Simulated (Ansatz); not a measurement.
# LiMgF3 (built on the sites of a database entry of BaLiF3): following an unstable mode

Wanted: the energy along a soft mode of LiMgF3 (built on the sites of a database entry of BaLiF3) and the structure at the end.

Main program and level: Ansatz 0.2.0; DFT PBEsol, scalar-relativistic, plane waves, PAW.

The structure was built from a prototype and need not be the compound's stable phase.

## (1) Set-up

It takes space group Pm-3m (No. 221, cubic). Conventional cell: a = 3.581 Å, b = 3.581 Å, c = 3.581 Å, α = 90.00°, β = 90.00°, γ = 90.00°. Nearest to Mg lie 12 F at 2.53 Å. Li has 6 F at 1.79 Å nearest. Nearest to F lie 2 Li at 1.79 Å and 4 Mg at 2.53 Å. Farther neighbours and most contacts between anions are not listed.

As a file:

```cif
data_structure
_symmetry_space_group_name_H-M 'P 1'
_symmetry_Int_Tables_number 1
_cell_length_a 3.5810
_cell_length_b 3.5810
_cell_length_c 3.5810
_cell_angle_alpha 90.000
_cell_angle_beta 90.000
_cell_angle_gamma 90.000
_cell_volume 45.92
loop_
_atom_site_label
_atom_site_type_symbol
_atom_site_fract_x
_atom_site_fract_y
_atom_site_fract_z
_atom_site_occupancy
Mg1 Mg 0.00000 0.00000 0.00000 1
Li2 Li 0.50000 0.50000 0.50000 1
F3 F 0.00000 0.50000 0.50000 1
F4 F 0.50000 0.50000 0.00000 1
F5 F 0.50000 0.00000 0.50000 1
```

## (2) Response at finite wavevector

The cell comes from relaxations at this level that are not shown. Stability and thermal properties need the whole zone. Linear response on a 4×4×4 q mesh gives force constants as far as a supercell of that size would, and the tensors from the zone-centre run are typed in so that the long-range dipole term is interpolated apart.

input.yaml reads:

```yaml
crystal:
  lattice:
    - [3.5809645263, 0.0, 0.0]
    - [0.0, 3.5809645263, 0.0]
    - [0.0, 0.0, 3.5809645263]
  atoms:
    - { symbol: Mg, position: [0.0, 0.0, 0.0] }
    - { symbol: Li, position: [0.5, 0.5, 0.5] }
    - { symbol: F, position: [0.0, 0.5, 0.5] }
    - { symbol: F, position: [0.5, 0.5, 0.0] }
    - { symbol: F, position: [0.5, 0.0, 0.5] }
kpoints:
  mp_grid: { grid: [8, 8, 8] }
hamiltonian:
  xc: pbesol
scf:
  occupations: { method: fixed }
output:
  eigenvalues: true
phonons:
  method: dfpt
  qmesh: [4, 4, 4]
  temperatures: { t_max: 1000, t_step: 50 }
  qpath:
    path:
      - [[0.0, 0.0, 0.0], [0.0, 0.5, 0.0], [0.5, 0.5, 0.0], [0.0, 0.0, 0.0], [0.5, 0.5, 0.5], [0.0, 0.5, 0.0]]
      - [[0.5, 0.5, 0.5], [0.5, 0.5, 0.0]]
    npoints: 10
  non_analytic_term:
    high_frequency_dielectric_tensor: [[2.4317, 0.0, 0.0], [0.0, 2.4317, 0.0], [0.0, 0.0, 2.4317]]
    born_effective_charges:
      - { species: Mg, tensor: [[2.4213, 0.0, 0.0], [0.0, 2.4213, 0.0], [0.0, 0.0, 2.4213]] }
      - { species: Li, tensor: [[0.9382, 0.0, 0.0], [0.0, 0.9382, 0.0], [0.0, 0.0, 0.9382]] }
      - { species: F, tensor: [[-1.0574, 0.0, 0.0], [0.0, -1.151, 0.0], [0.0, 0.0, -1.151]] }
      - { species: F, tensor: [[-1.151, 0.0, 0.0], [0.0, -1.151, 0.0], [0.0, 0.0, -1.0574]] }
      - { species: F, tensor: [[-1.151, 0.0, 0.0], [0.0, -1.0574, 0.0], [0.0, 0.0, -1.151]] }
    source: "zone-centre run at this cell"
```

Command:

```sh
ansatz run input.yaml --threads 4 --pin off --max-ram 7168MiB --backend cpu --events-out ev --progress --plain --runs-dir out
```

Numbers of over 12 decimals in the logs are rounded to 6 here.

The program printed:

```text
Engine: ansatz 0.2.0, aarch64-unknown-linux-gnu
Pseudopotentials: kind: paw
Pseudopotential: Mg, paw, valence charge 10, recommended cutoff 420 eV (normal), Mg.paw.azcp
Pseudopotential: Li, paw, valence charge 3, recommended cutoff 420 eV (normal), Li.paw.azcp
Pseudopotential: F, paw, valence charge 7, recommended cutoff 420 eV (normal), F.paw.azcp
Functional definition: PBEsol
  exchange = pbesol_x
  correlation = pbesol_c
Crystal: 5 atoms, lattice volume = 45.920 Å³
Basis set: ecut = 420 eV, 895 PW (Γ), exchange–correlation on 48×48×48 points (8 copies of the dense FFT grid, shifted against one another)
Bands: 22, of which v1, the nominal top of the filled ones, is band 17 counted from 1 (16 counted from 0)
Symmetry: 48 space group operations
k-points: 35 of 512
Non-local potential: Mg, projectors of the file, l = 0: 3, l = 1: 2, l = 2: 1
Non-local potential: Li, projectors of the file, l = 0: 3, l = 1: 2, l = 2: 1
Non-local potential: F, projectors of the file, l = 0: 2, l = 1: 2, l = 2: 1
PAW form: soft (Blöchl's): semilocal exchange-correlation on the pseudo side does not see the compensation charge
PAW frozen core: Mg, regenerated for the run's functional, and the local potential with it (the file was generated under x = pbe(κ = 0.804, μ = 0.219515), c = pbe(β = 0.066725))
PAW frozen core: F, regenerated for the run's functional, and the local potential with it (the file was generated under x = pbe(κ = 0.804, μ = 0.219515), c = pbe(β = 0.066725))
PAW one-centre angular grid: Mg, 110 points (default); XC on 64 Gauss nodes
PAW one-centre angular grid: Li, 110 points (default); XC on 64 Gauss nodes
PAW one-centre angular grid: F, 110 points (default); XC on 64 Gauss nodes
Initial density: superposition of atomic densities (neutral atoms: chi_scale 0, normalization atom), corrected by the library's trained network
Initial wavefunctions: pseudopotential atomic-orbital guess
Functional: x = pbesol(κ = 0.804, μ = 0.123457), c = pbesol(β = 0.046)
SCF iter   1: F=—  HF=-4521.924000 eV  |F-HF|=—  |Δ(HF+E_count)|=         —  Δρ=1.71e-2  dr2=8.22e-2  ethr=1.77e-3  ⟨swp⟩=4.5  Hψ=3168  notcnv=0  defer=90
preconditioner: auto → Resta (q_TF=auto, 2.595 Å⁻¹)  ε∞=3.3  [insulator: Δε(μ)=3.525 eV  Ē_g=17.590 eV  n_scr=18 (ndim 8)  ℏωp=26.8 eV  f_vac=0.000  ε∞_Penn≈3.3]
SCF iter   2: F=—  HF=-4521.898295 eV  |F-HF|=—  |Δ(HF+E_count)|=   2.57e-2  Δρ=2.92e-3  dr2=1.37e-3  ethr=2.42e-4  ⟨swp⟩=2.2  Hψ=1473  notcnv=0  defer=94
SCF iter   3: F=—  HF=-4521.898166 eV  |F-HF|=—  |Δ(HF+E_count)|=   1.30e-4  Δρ=1.39e-3  dr2=5.28e-4  ethr=4.03e-6  ⟨swp⟩=2.0  Hψ=1268  notcnv=0  defer=97
SCF iter   4: F=—  HF=-4521.898188 eV  |F-HF|=—  |Δ(HF+E_count)|=   2.20e-5  Δρ=6.23e-4  dr2=1.17e-4  ethr=1.55e-6  ⟨swp⟩=2.0  Hψ=813  notcnv=0  defer=97
SCF iter   5: F=—  HF=-4521.898171 eV  |F-HF|=—  |Δ(HF+E_count)|=   1.66e-5  Δρ=1.32e-4  dr2=7.25e-6  ethr=3.45e-7  ⟨swp⟩=2.8  Hψ=1380  notcnv=0  defer=35
SCF iter   6: F=—  HF=-4521.898171 eV  |F-HF|=—  |Δ(HF+E_count)|=   5.32e-9  Δρ=1.53e-5  dr2=1.39e-7  ethr=2.13e-8  ⟨swp⟩=2.1  Hψ=1049  notcnv=0  defer=35
SCF iter   7: F=—  HF=-4521.898171 eV  |F-HF|=—  |Δ(HF+E_count)|=   4.27e-7  Δρ=2.41e-6  dr2=1.95e-9  ethr=4.08e-10  ⟨swp⟩=2.1  Hψ=1202  notcnv=0  defer=35
SCF iter   8: F=—  HF=-4521.898171 eV  |F-HF|=—  |Δ(HF+E_count)|=  4.31e-10  Δρ=2.35e-7  dr2=1.68e-11  ethr=5.74e-12  ⟨swp⟩=2.1  Hψ=1185  notcnv=0  defer=35
SCF iter   9: F=-4521.898171 eV  HF=-4521.898171 eV  |F-HF|=2.73e-12  |Δ(HF+E_count)|=  2.00e-11  Δρ=3.73e-8  dr2=5.18e-13  ethr=1.00e-12  ⟨swp⟩=9.5  Hψ=3889  notcnv=0
SCF 1 converged in 9 iterations: F = -4521.898171 eV  dr2 = 5.18e-13
  greatest PAW one-centre occupation: 1.001 electrons in one spin orbital (limit 2), on the Li atom at site 1 (counted from 0), in its partial waves of l = 0
NSCF: frozen V_eff on 35 k-points
NSCF: frozen V_eff on 125 k-points
DFPT response loops at q = (0, 0, 0) (fractional): preconditioner auto → none (the input reference at scf.mixing.eps_inf says where Resta's filter doesn't serve); β = 0.50; Broyden in place of MSR1
NSCF: frozen V_eff on 400 k-points
DFPT response loops at q = (0, 0, 0.25) (fractional): mixed as the last ones told, above
NSCF: frozen V_eff on 250 k-points
DFPT response loops at q = (0, 0, -0.5) (fractional): preconditioner auto → Resta (q_TF=auto, 2.595 Å⁻¹)  ε∞=4.0 (no band partly filled); β = 1.00, the filter's whole step (`scf.mixing.beta` (0.50) is not read by the response loops at its default; to damp them type it under 1.00, their step now; it binds the ground state too); Broyden in place of MSR1
NSCF: frozen V_eff on 640 k-points
DFPT response loops at q = (0, 0.25, 0.25) (fractional): preconditioner auto → none (the input reference at scf.mixing.eps_inf says where Resta's filter doesn't serve); β = 0.50; Broyden in place of MSR1
NSCF: frozen V_eff on 400 k-points
DFPT response loops at q = (0, 0.25, -0.5) (fractional): preconditioner auto → Resta (q_TF=auto, 2.595 Å⁻¹)  ε∞=4.0 (no band partly filled); β = 1.00, the filter's whole step (`scf.mixing.beta` (0.50) is not read by the response loops at its default; to damp them type it under 1.00, their step now; it binds the ground state too); Broyden in place of MSR1
NSCF: frozen V_eff on 250 k-points
DFPT response loops at q = (0, -0.5, -0.5) (fractional): mixed as the last ones told, above
NSCF: frozen V_eff on 1024 k-points
DFPT response loops at q = (0.25, 0.25, 0.25) (fractional): preconditioner auto → none (the input reference at scf.mixing.eps_inf says where Resta's filter doesn't serve); β = 0.50; Broyden in place of MSR1
NSCF: frozen V_eff on 640 k-points
DFPT response loops at q = (0.25, 0.25, -0.5) (fractional): preconditioner auto → Resta (q_TF=auto, 2.595 Å⁻¹)  ε∞=4.0 (no band partly filled); β = 1.00, the filter's whole step (`scf.mixing.beta` (0.50) is not read by the response loops at its default; to damp them type it under 1.00, their step now; it binds the ground state too); Broyden in place of MSR1
NSCF: frozen V_eff on 400 k-points
DFPT response loops at q = (0.25, -0.5, -0.5) (fractional): preconditioner auto → none (the input reference at scf.mixing.eps_inf says where Resta's filter doesn't serve); β = 0.50; Broyden in place of MSR1
NSCF: frozen V_eff on 250 k-points
DFPT response loops at q = (-0.5, -0.5, -0.5) (fractional): mixed as the last ones told, above
SCF converged after 9 iterations
Free energy (F): -4521.898171 eV
Harris-Foulkes:  -4521.898171 eV  (|F-HF|=2.73e-12)
Internal energy: -4521.898171 eV  (E = F + TS)
E sigma→0 (E₀):  -4521.898171 eV
Fermi energy:    3.694136 eV
--- Per-component energies (eV) ---
  E_band       = -496.134997
  E_kinetic    = 722.198482
  E_local      = -2994.832021  (includes V_loc(G=0)·N_el)
  E_nonlocal   = 284.510550
  E_hartree    = 1044.964816
  E_xc         = -277.384291
  E_vxc        = -358.205418  (∫ρ·V_xc dr)
  E_paw        = -883.879233  (= ΣΔE_a)
  E_vpaw       = -239.742405  (= ΣTr[D̂ρ^β])
  E_aug_tail   = 0.006183  (compensation charges beyond the density's cutoff)
  E_ewald      = -2417.668847
  E_core_change = 0.186190  (= ΣΔE_core)
  E_smearing   = -0.000000  (= −TS)
  E_closure    = 0.000000  (closes the sum)
  Σ components = -4521.898171   (vs F -4521.898171, Δ=0.00e0)
--- Band table (eV; the first three rows and the last of 35) ---
  k-point 0: bands = [... 13 lower, 2.7011, 3.4348, 3.4348, 3.4348, 7.4334, 16.0539, 16.0539, 18.4144, ... 1 higher]
  k-point 1: bands = [... 13 lower, 2.6488, 3.2149, 3.3856, 3.3856, 7.8255, 15.4801, 16.3140, 18.1769, ... 1 higher]
  k-point 2: bands = [... 13 lower, 2.4707, 2.7790, 3.2950, 3.2950, 8.7767, 14.3268, 16.9776, 17.7296, ... 1 higher]
  k-point 34: bands = [... 13 lower, 3.5203, 3.6941, 3.6941, 3.6941, 10.2566, 15.9847, 15.9847, 15.9847, ... 1 higher]
--- Phonons (Γ-DFPT): 4 representative perturbations + reference (Σ response iterations 14) ---
  ASR residual: 1.038e-3 → 0.000e0 eV/Å²; symmetrization residual: 2.658e-6 eV/Å²
  ASR residual per site (eV/Å²): 4.57e-5 1.02e-3 1.04e-3 1.04e-3 1.04e-3
  Γ frequencies (cm⁻¹): -227.61 -227.61 -227.61 -101.96 -101.96 -101.96 0.00 0.00 0.00 387.50 387.50 387.50 682.80 682.80 682.80
--- Phonons (arbitrary-q DFPT): 10 irreducible q on the 4×4×4 mesh ---
  q = [0.0000, 0.0000, 0.0000] (star 1, of the zone-centre solve; hermiticity 3.45e-7, symmetrization 2.79e-13): -227.61 -227.61 -227.61 -101.96 -101.96 -101.96 -0.00 0.00 0.00 387.50 387.50 387.50 682.80 682.80 682.80
  q = [0.0000, 0.0000, 0.2500] (star 6, 9 solved perturbations in 1560 linear systems a pass and spin channel, the states on 200 of 512 k-point pairs; hermiticity 2.63e-7, symmetrization 4.20e-13): -218.94 -218.94 -99.18 -99.18 -73.84 105.44 105.44 171.07 317.85 373.66 373.66 442.62 681.95 681.95 713.43
  q = [0.0000, 0.0000, -0.5000] (star 3, 9 solved perturbations in 975 linear systems a pass and spin channel, the states on 125 of 512 k-point pairs; hermiticity 2.68e-7, symmetrization 5.33e-9): -207.59 -207.59 -117.08 -117.08 -28.09 169.98 169.98 276.25 287.87 354.79 354.79 523.24 650.23 681.10 681.10
  q = [0.0000, 0.2500, 0.2500] (star 12, 9 solved perturbations in 2460 linear systems a pass and spin channel, the states on 320 of 512 k-point pairs; hermiticity 2.75e-7, symmetrization 2.74e-14): -227.02 -207.78 -178.33 -106.79 38.52 93.33 176.21 238.52 299.34 360.82 422.70 448.64 655.12 681.18 716.33
  q = [0.0000, 0.2500, -0.5000] (star 12, 15 solved perturbations on 200 of 512 k-point pairs; hermiticity 2.67e-7, symmetrization 2.38e-9): -239.64 -192.51 -185.60 -149.40 -38.15 147.85 243.50 251.15 316.35 343.66 423.57 501.47 649.24 680.00 680.40
  q = [0.0000, -0.5000, -0.5000] (star 3, 9 solved perturbations in 975 linear systems a pass and spin channel, the states on 125 of 512 k-point pairs; hermiticity 2.52e-7, symmetrization 1.19e-8): -284.88 -198.51 -198.51 -170.24 113.03 113.03 277.45 277.45 329.15 342.05 425.09 545.25 648.45 648.45 679.71
  q = [0.2500, 0.2500, 0.2500] (star 8, 4 solved perturbations in 1376 linear systems a pass and spin channel, the states on 512 of 512 k-point pairs; hermiticity 5.97e-8, symmetrization 1.78e-13): -220.20 -220.20 -211.04 -149.08 -149.08 74.79 261.87 261.87 312.34 409.14 409.14 459.33 653.17 653.17 717.33
  q = [0.2500, 0.2500, -0.5000] (star 12, 9 solved perturbations in 2460 linear systems a pass and spin channel, the states on 320 of 512 k-point pairs; hermiticity 1.12e-7, symmetrization 8.63e-9): -241.23 -232.83 -195.19 -193.65 -130.43 -96.16 290.65 309.98 332.85 389.46 421.70 501.40 643.58 651.35 690.06
  q = [0.2500, -0.5000, -0.5000] (star 6, 9 solved perturbations in 1560 linear systems a pass and spin channel, the states on 200 of 512 k-point pairs; hermiticity 9.12e-8, symmetrization 1.84e-8): -285.71 -234.70 -234.70 -177.23 -155.16 -155.16 334.19 334.19 352.20 387.86 424.35 540.46 638.40 638.40 668.33
  q = [-0.5000, -0.5000, -0.5000] (star 1, 4 solved perturbations in 350 linear systems a pass and spin channel, the states on 125 of 512 k-point pairs; hermiticity 6.27e-8, symmetrization 2.92e-8): -286.54 -286.54 -286.54 -184.95 -184.95 -184.95 362.42 362.42 362.42 423.60 423.60 578.90 629.11 629.11 629.11
  sum rule: each row above includes the acoustic sum rule's correction from the zone centre's row sums; it moved no ω² by more than (6.32 cm⁻¹)²
  mesh force constants: q→R imaginary residual 1.24e-18; ASR residual 1.038e-3 → 0.000e0 eV/Å²; symmetrization residual 1.066e-14 eV/Å²
  interpolated dispersion: 63 rows × 15 modes
  density of states and harmonic sums: on the 20×20×20 q-mesh, interpolated from the force constants of a 4×4×4 supercell (with the dipole–dipole term of supplied tensors)
  largest difference from the sums on the solved wave vectors: F 9.45e-3 eV, S 1.23e-5 and C_V 3.46e-6 eV/K
  zero-point energy: 0.259632 eV/cell   skipped modes (ω ≤ 0): 1477, of them read as no rigid motion or as one in doubt: 1474 (5.158e0 modes/cell left out, lowest -286.54 cm⁻¹)   left out of the sums: 3.44e-1 of the cell's modes: C_V's classical limit lies that fraction below 3 k_B per atom; for a crystal, a wire or a layer, F and S can be off by more, and a phonons.interpolated_qmesh denser along its periods is the remedy for the sampling
```

It took 13 min on 4 threads of Arm Neoverse N1, shared host; peak memory 1.4 GiB; 37 min of CPU time.

This step gave:

```yaml
gap_on_the_k_mesh: 3.739 eV
volume_per_atom: 9.184 Å³
sum_rule_residual_before_enforcement: 0.001038 eV/Å²
lowest_frequency_on_the_path: -286.5 cm⁻¹
point_group: m-3m
highest_frequency_on_the_path_or_at_a_solved_wavevector: 749.1 cm⁻¹
highest_optical_mode_at_the_zone_centre_no_lo_to_term: 682.8 cm⁻¹
lowest_optical_zone_centre_mode: -227.6 cm⁻¹
lowest_mode_on_the_q_mesh_acoustic_modes_at_gamma_apart: -286.5 cm⁻¹
```

Frequencies (cm⁻¹) solved at each irreducible wavevector; negative means imaginary. Frequencies by wavevector, by row:

```tsv
q in reciprocal lattice units	star	mode 1	mode 2	mode 3	mode 4	mode 13	mode 14	mode 15
0 0 0	1	-227.6	-227.6	-227.6	-102	682.8	682.8	682.8
0 0 0.25	6	-218.9	-218.9	-99.2	-99.2	682	682	713.4
0 0 -0.5	3	-207.6	-207.6	-117.1	-117.1	650.2	681.1	681.1
0 0.25 0.25	12	-227	-207.8	-178.3	-106.8	655.1	681.2	716.3
0 0.25 -0.5	12	-239.6	-192.5	-185.6	-149.4	649.2	680	680.4
0 -0.5 -0.5	3	-284.9	-198.5	-198.5	-170.2	648.5	648.5	679.7
0.25 0.25 0.25	8	-220.2	-220.2	-211	-149.1	653.2	653.2	717.3
0.25 0.25 -0.5	12	-241.2	-232.8	-195.2	-193.7	643.6	651.4	690.1
0.25 -0.5 -0.5	6	-285.7	-234.7	-234.7	-177.2	638.4	638.4	668.3
-0.5 -0.5 -0.5	1	-286.5	-286.5	-286.5	-184.9	629.1	629.1	629.1
```

Interpolated from a 4×4×4 q mesh, with the LO-TO term (at Γ the limit along the path; where Γ stands inside the path, tables give the limit on arrival). The phonon branches at the labelled points (cm⁻¹):

```tsv
point	branch 1	branch 2	branch 3	branch 4	branch 12	branch 13	branch 14	branch 15
Γ	-228	-228	-102	-102	409	683	683	749
halfway	-219	-219	-99	-99	443	682	682	713
X	-208	-208	-117	-117	523	650	681	681
halfway	-240	-192	-186	-149	502	649	680	680
M	-285	-198	-198	-170	545	648	648	680
halfway	-227	-208	-178	-107	449	655	681	716
Γ	-228	-228	-102	-102	409	683	683	749
halfway	-220	-220	-211	-149	459	653	653	717
R	-286	-286	-286	-185	579	629	629	629
halfway	-241	-233	-195	-194	501	644	651	690
X	-208	-208	-117	-117	523	650	681	681
jump to R	-286	-286	-286	-185	579	629	629	629
halfway	-286	-235	-235	-177	540	638	638	668
M	-285	-198	-198	-170	545	648	648	680
```

Symmetry leaves 10 wavevectors to solve. The lowest mode among them, the acoustic zeros apart, lies at q = (-0.5, -0.5, -0.5) and is imaginary, 286.5i cm⁻¹, so the energy falls along it.

## (3) The mode frozen in, largest atomic shift 0 Å

The mode followed lies at q = (-0.5, -0.5, -0.5) with frequency 286.5i cm⁻¹ and is 3-fold degenerate, the softest among the wavevectors solved. At small amplitude the distorted cell has space group no. 140 by a symmetry search on the positions. The undistorted cell that holds it gives the zero of energy on the same k mesh.

System of this step: LiMgF3 (built on the sites of a database entry of BaLiF3). It takes space group Pm-3m (No. 221, cubic). Conventional cell: a = 3.581 Å, b = 3.581 Å, c = 3.581 Å, α = 90.00°, β = 90.00°, γ = 90.00°. Mg has 12 F at 2.53 Å nearest. Nearest to Li lie 6 F at 1.79 Å. Nearest to F lie 2 Li at 1.79 Å and 4 Mg at 2.53 Å. Farther neighbours and most contacts between anions are not listed.

input.yaml reads:

```yaml
crystal:
  lattice:
    - [3.5809645263, 3.5809645263, 0.0]
    - [3.5809645263, 0.0, 3.5809645263]
    - [3.5809645263, 0.0, -3.5809645263]
  atoms:
    - { symbol: Mg, position: [0.0, 0.5, 0.5] }
    - { symbol: Mg, position: [0.0, 0.0, 1.0] }
    - { symbol: Li, position: [0.5, 0.25, 0.75] }
    - { symbol: Li, position: [0.5, 0.75, 0.25] }
    - { symbol: F, position: [0.5, 0.5, 0.0] }
    - { symbol: F, position: [0.5, 0.0, 0.5] }
    - { symbol: F, position: [0.5, 0.5, 0.5] }
    - { symbol: F, position: [0.5, 0.0, 0.0] }
    - { symbol: F, position: [0.0, 1.0, 0.5] }
    - { symbol: F, position: [0.0, 0.5, 0.0] }
kpoints:
  mp_grid: { grid: [6, 6, 6] }
hamiltonian:
  xc: pbesol
scf:
  occupations: { method: gaussian, width: 0.02 }
output:
  forces: true
  stress: true
  eigenvalues: true
```

The program printed:

```text
[...]
Crystal: 10 atoms, lattice volume = 91.840 Å³
Basis set: ecut = 420 eV, 1807 PW (Γ), exchange–correlation on 72×72×72 points (8 copies of the dense FFT grid, shifted against one another)
Bands: 44, of which v1, the nominal top of the filled ones, is band 34 counted from 1 (33 counted from 0)
Symmetry: 96 space group operations
[...]
k-points: 16 of 216
[...]
k-point 0: bands = [... 30 lower, 3.5203, 3.6942, 3.6942, 3.6942, 7.4334, 10.2566, 15.9847, 15.9847, ... 4 higher]
  k-point 1: bands = [... 30 lower, 3.4156, 3.6146, 3.6146, 3.6227, 7.9443, 10.5308, 15.1077, 15.7390, ... 4 higher]
  k-point 2: bands = [... 30 lower, 3.4211, 3.4309, 3.5430, 3.5430, 9.1146, 10.9601, 14.1927, 15.4620, ... 4 higher]
  k-point 15: bands = [... 30 lower, 3.0386, 3.2306, 3.3846, 3.4616, 11.0486, 11.5293, 12.5315, 13.4744, ... 4 higher]
[key lines of the parts left out:]
SCF converged after 7 iterations
Free energy (F): -9043.796965 eV
Fermi energy:    5.563826 eV
P = ⅓ Tr σ = 0.0089 GPa (0.089 kbar)
```

Run time: 6.2 s. Hardware: 4 threads; peak memory 0.4 GiB.

This step gave:

```yaml
pressure: 0.008918 GPa
energy_from_the_undistorted_cell: 0 meV/atom
```

At this level the gap is 3.74 eV on the k-mesh of the self-consistent run, which can miss the band edges.

(Continued in part 2 of 2.)

[Logs are printed without paths, hosts, clocks, repeated set-up lines and the standing remarks that a program may print on its own settings, such as how far it seeks lower states.]

[Hosts, paths, dates, database ids (printed as entryN), source tags and the programs' standing remarks are cut or masked in the printed files.]
